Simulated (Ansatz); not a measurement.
Computed results, one entry a study.

```
Quasiparticle gap of H2CClF (P2_1)
1.0
     5.02060    0.00000    0.00000
     0.00000    4.14770    0.00000
    -2.11432    0.00000    6.42885
H C Cl F
4 2 2 2
Direct
  0.28539 0.39143 0.15535
  0.71461 0.89143 0.84465
  0.57087 0.10793 0.27087
  0.42913 0.60793 0.72913
  0.34614 0.14076 0.19427
  0.65386 0.64076 0.80573
  0.16652 0.00252 0.36834
  0.83348 0.50252 0.63166
  0.26455 0.95786 0.01500
  0.73545 0.45786 0.98500
# method: DFT, PBE, plane waves, PAW (and 1 further level or step)
# program: Ansatz 0.2.0
# settings of one run: cutoff 420 eV, 4×6×4 k-mesh, smearing width 0.02 eV, default PAW
# cost: 3 runs, 84 s in all on 1 × NVIDIA H100 80GB HBM3 (shared by 6 runs) with 3 threads of AMD EPYC 7R13 (Zen 3), shared host (the runs of this entry)
# notes: The start is a cell from the Crystallography Open Database. Bands and cutoff are finite, so the gap is not at the basis limit. The miss can reach some tenths of an eV and take either sign; the mesh is an error of its own. The 4×4×2 mesh is coarse for this cell (its supercell is 14 Å along the shortest edge). The RPA ε∞ on it, from the PBE start, is 2.00, 2.02 and 2.34; such meshes misread the long-range screening, most where the gap is narrow.
# PBE gap: 5.99 eV, indirect (only 50 meV under the direct gap)
# G0W0 gap on the mesh: 10.03 eV, from k = (-0.500, -0.500, 0.000) to k = (-0.500, 0.000, 0.000)
# GW settings: 4×4×2 mesh, 615 empty bands, screening to 160 eV
# known limits: not at the basis limit; coarse k mesh
```

[Paths, hosts, dates, memory and timing lines, banners, echoed tables and standing remarks are left out of the program output.]

[Logs are printed without paths, hosts, clocks, repeated set-up lines and the standing remarks that a program may print on its own settings, such as how far it seeks lower states.]

[Runs of the session that timed out or met a known fault of the program may be left out.]

[Cells called generated may have been cut or substituted from an entry of the Crystallography Open Database or the Materials Project.]

[Hosts, paths, dates, database ids (printed as entryN), source tags and the programs' standing remarks are cut or masked in the printed files.]
